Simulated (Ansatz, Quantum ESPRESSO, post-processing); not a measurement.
# Work function of Pt(100), 5 layers, one monolayer of P on bridge sites, part 2 of 2

How much energy does it take to lift an electron out of Pt(100), 5 layers, one monolayer of P on bridge sites, and how far do the settings matter?

Quantum ESPRESSO 7.5; plane-wave DFT, PBE, GBRV ultrasoft pseudopotentials; geometry and cross-check by Ansatz 0.2.0 with PAW datasets.

So far. Step 9 (Self-consistent run: Wu-Cohen, GBRV ultrasoft): The upper face goes from 4.924 eV (PBE, GBRV) to 4.947 eV, a change of +0.023 eV. Step 10 (Ground state: PW91, GBRV ultrasoft): The upper face goes from 4.924 eV (PBE, GBRV) to 4.953 eV, a change of +0.029 eV.

**11. Ground state: revPBE, GBRV ultrasoft**

Level of this step: plane-wave DFT, revPBE, GBRV ultrasoft pseudopotentials made under PBE (Quantum ESPRESSO 7.5). input_dft overrides the functional of the files.

Input file gbrv-revpbe.in:

```
&control
  prefix = 'gbrv-revpbe'
  outdir = './out'
  pseudo_dir = './pseudo'
  calculation = 'scf'
  tprnfor = .true.
/
&system
  ibrav = 0
  nat = 6
  ntyp = 2
  ecutwfc = 40
  ecutrho = 200
  input_dft = 'revpbe'
  occupations = 'smearing'
  smearing = 'mv'
  degauss = 0.02
  assume_isolated = 'esm'
  esm_bc = 'bc1'
/
&electrons
  conv_thr = 1e-07
  mixing_beta = 0.4
  electron_maxstep = 120
  mixing_mode = 'local-TF'
/
ATOMIC_SPECIES
  Pt  195.0840  pt_pbe_v1.4.uspp.F.UPF
  P   30.9738  p_pbe_v1.5.uspp.F.UPF
CELL_PARAMETERS angstrom
  2.77185858230000 0.00000000000000 0.00000000000000
  0.00000000000000 2.77185858230000 0.00000000000000
  0.00000000000000 0.00000000000000 26.84000000000000
ATOMIC_POSITIONS crystal
  Pt  0.000000000000 0.000000000000 -0.185317790332
  Pt  0.500000000000 0.500000000000 -0.112292455032
  Pt  0.000000000000 0.000000000000 -0.039267119732
  Pt  0.500000000000 0.500000000000 0.036327249088
  Pt  0.000000000000 0.000000000000 0.115488657609
  P   0.500000000000 0.000000000000 0.185317790332
K_POINTS automatic
  10 10 1 0 0 0
```

Started as:

```bash
$ OMP_NUM_THREADS=1 mpirun -n 4 pw.x -nk 4 -in gbrv-revpbe.in > gbrv-revpbe.out
```

Run time: 4 min. Hardware: 4 MPI ranks of Arm Neoverse V2, shared host; peak memory 0.63 GiB; 16 min of CPU time.

This step gave:

| Property | Result |
| --- | --- |
| free energy | -14546.2957 eV |
| Fermi energy | -5.187 eV |
| vacuum line at the lower end of the cell, over the Fermi level | 5.529 eV |
| vacuum line at the upper end of the cell, over the Fermi level | 4.846 eV |

The potential energy, planar mean oscillates, so the rows of the table below give means over windows of 2.02 Å about each position, cut where the curve ends. Its maxima inside the range that stand out by 2 % of the span (Å: eV): -4.0: -2.43, -2.0: -2.70, 0.0: -1.89, 2.0: -1.18, 4.0: -2.75. Its minima: -4.9: -20.9, -3.0: -21.4, -1.0: -21.3, 1.0: -21.2, 3.1: -21.4, 4.9: -16.5.

Electrostatic potential energy of an electron; zero at the Fermi level. Potential energy, planar mean against z; means over each step:

z (Å), potential energy, planar mean (eV) and a bar from the least value:
```
   -12.41        5.5 ##############################
   -10.39        5.5 ##############################
    -8.37        5.5 ##############################
    -6.35        1.3 #######################
    -4.33      -12.2 #
    -2.31      -12.6 
    -0.29      -11.8 #
     1.73      -10.8 ###
     3.75      -12.0 #
     5.77       -3.8 ###############
     7.79        4.8 #############################
     9.81        4.8 #############################
    11.83        4.8 #############################
```

The upper face goes from 4.924 eV (PBE, GBRV) to 4.846 eV, a change of -0.079 eV.

**12. All levels side by side**

All levels:

```tsv
level	upper face (eV)	lower face (eV)	dipole (e Å)	CPU time (s)
QE PBE GBRV, sawtooth	4.919	5.672	0.03198	2591
QE PBE GBRV, ESM bc1	4.924	5.667	-	887.6
QE Wu-Cohen GBRV ultrasoft, ESM bc1	4.947	5.796	-	1052
QE PW91 GBRV ultrasoft, ESM bc1	4.953	5.73	-	1122
QE revPBE GBRV ultrasoft, ESM bc1	4.846	5.529	-	949.2
Ansatz PBE PAW, sawtooth (time of the whole relaxation)	4.926	5.643	0.03046	182.2
```

The times are CPU seconds on a shared host; the codes use unlike cutoffs, datasets and smearings, so their times compare unlike work.

**13. SCF with pw.x, with smearing = mp, degauss = 0.002 and K_POINTS = [13, 13, 1]**

How much does a setting matter? One run is repeated with a change.

Level of this step: plane-wave DFT, PBE, GBRV ultrasoft pseudopotentials (Quantum ESPRESSO 7.5).

Input file scf.w0.in:

```
&control
  prefix = 'scf.w0'
  outdir = './out'
  pseudo_dir = './pseudo'
  calculation = 'scf'
  tprnfor = .true.
  tefield = .true.
  dipfield = .true.
/
&system
  ibrav = 0
  nat = 6
  ntyp = 2
  ecutwfc = 40
  ecutrho = 200
  occupations = 'smearing'
  smearing = 'mp'
  degauss = 0.002
  edir = 3
  emaxpos = 0.97
  eopreg = 0.04
  eamp = 0.0
/
&electrons
  conv_thr = 1e-07
  mixing_beta = 0.4
  electron_maxstep = 120
  mixing_mode = 'local-TF'
/
ATOMIC_SPECIES
  Pt  195.0840  pt_pbe_v1.4.uspp.F.UPF
  P   30.9738  p_pbe_v1.5.uspp.F.UPF
CELL_PARAMETERS angstrom
  2.77185858230000 0.00000000000000 0.00000000000000
  0.00000000000000 2.77185858230000 0.00000000000000
  0.00000000000000 0.00000000000000 26.84000000000000
ATOMIC_POSITIONS crystal
  Pt  0.000000000000 0.000000000000 0.309239940400
  Pt  0.500000000000 0.500000000000 0.382265275700
  Pt  0.000000000000 0.000000000000 0.455290611000
  Pt  0.500000000000 0.500000000000 0.530884979819
  Pt  0.000000000000 0.000000000000 0.610046388341
  P   0.500000000000 0.000000000000 0.679875521063
K_POINTS automatic
  13 13 1 0 0 0
```

Started as:

```bash
$ OMP_NUM_THREADS=1 mpirun -n 4 pw.x -nk 4 -in scf.w0.in > scf.w0.out
```

Elapsed: 15 min, on 4 MPI ranks; peak memory 0.94 GiB.

Beside the run it was changed from:

```tsv
quantity	this run	unchanged run	difference
dipole along the normal (e·Å)	0.03060	0.03198	-0.0014
free energy (eV)	-14543.45	-14543.45	8.2e-4
wall time (s)	885	647	
SCF iterations	63	82
```

The free energy moves by +0.14 meV an atom.

The physical values in this table move by up to 4.3 %.

**14. Electrostatic potential**

The same post-processing, on the changed run.

Input file scf.w0.pot.in:

```
&inputpp
  prefix = 'scf.w0'
  outdir = './out'
  filplot = 'scf.w0.pot.dat'
  plot_num = 11
/
```

Started as:

```bash
$ OMP_NUM_THREADS=1 mpirun -n 4 pp.x -in scf.w0.pot.in > scf.w0.pot.out
```

It took 0.95 s on 4 MPI ranks; peak memory 0.1 GiB; 3.4 s of CPU time.

Beside the run it was changed from:

```tsv
quantity	this run	unchanged run	difference
work function of the upper face (eV)	4.948	4.919	0.029
work function of the lower face (eV)	5.669	5.672	-0.0035
upper vacuum line continued to the top atoms, over the Fermi level (eV)	4.948	4.919	0.029
lower vacuum line continued to the bottom atoms, over the Fermi level (eV)	5.668	5.672	-0.0036
wall time (s)	0.95	0.94
```

Levels move by up to 29 meV, a modest change.

**15. A check by hand**

In the first self-consistent run, on its own zero, the Fermi level is 6.009 eV and the upper vacuum level 10.928 eV: φ = 10.928 − (6.009) = 4.919 eV.

The dipole of 0.1536 D is 0.0320 e Å (1 D = 0.20819 e Å). A dipole layer steps the potential by e p/(ε₀A), with e/ε₀ = 180.95 V Å: 180.95 × 0.0320 / 7.683 = 0.753 eV, against 0.753 eV between the two work functions.

**16. Summary of results**

* work function of the covered face, PBE, GBRV: 4.92 eV
* work function of the bare face, PBE, GBRV: 5.67 eV
* covered face by ESM: 4.92 eV
* dipole along the normal: 0.0320 e·Å
* covered face by Ansatz: 4.93 eV

At the first level (PBE, GBRV ultrasoft) the work function comes to 4.92 eV on the upper face and 5.67 eV on the lower. The P layer ends 1.87 Å above the top metal plane and lowers the work function by 0.75 eV against the bare face. This is the step −180.95 p/A = -0.75 eV of the slab's dipole p = 0.03198 e Å, which the dipole correction builds in. The bare face is held at bulk positions, so it is no relaxed clean surface. ESM differs from the periodic treatment by +5 meV on the upper face and -5 meV on the lower. Over the levels tried the upper face spans 4.85 eV (QE revPBE GBRV ultrasoft, ESM bc1) to 4.95 eV (QE PW91 GBRV ultrasoft, ESM bc1). Quantum ESPRESSO and Ansatz give 4.92 and 4.93 eV for the upper face, which agree. Ansatz ran with Fermi-Dirac smearing of 0.1 eV against cold smearing of 0.02 Ry, which alone can move a level by some tens of meV. With 10×10 points and so few layers the values hold to some 0.05 to 0.1 eV. The slab is cut at a tabulated measured bulk lattice constant, given to two decimals. A full 1×1 monolayer may not be the stable structure at this coverage. Spin-orbit coupling is left out; depending on the atoms that carry the levels of interest, it can split and shift them by tenths of an eV to an eV or more.

[Logs are printed without paths, hosts, clocks, repeated set-up lines and the standing remarks that a program may print on its own settings, such as how far it seeks lower states.]

[Hosts, paths, dates, database ids (printed as entryN), source tags and the programs' standing remarks are cut or masked in the printed files.]

[Maps of the electrostatic potential energy from Ansatz leave out the sawtooth potential of an applied field or a dipole correction, so their vacuum need not be flat; planar profiles and work functions include it.]
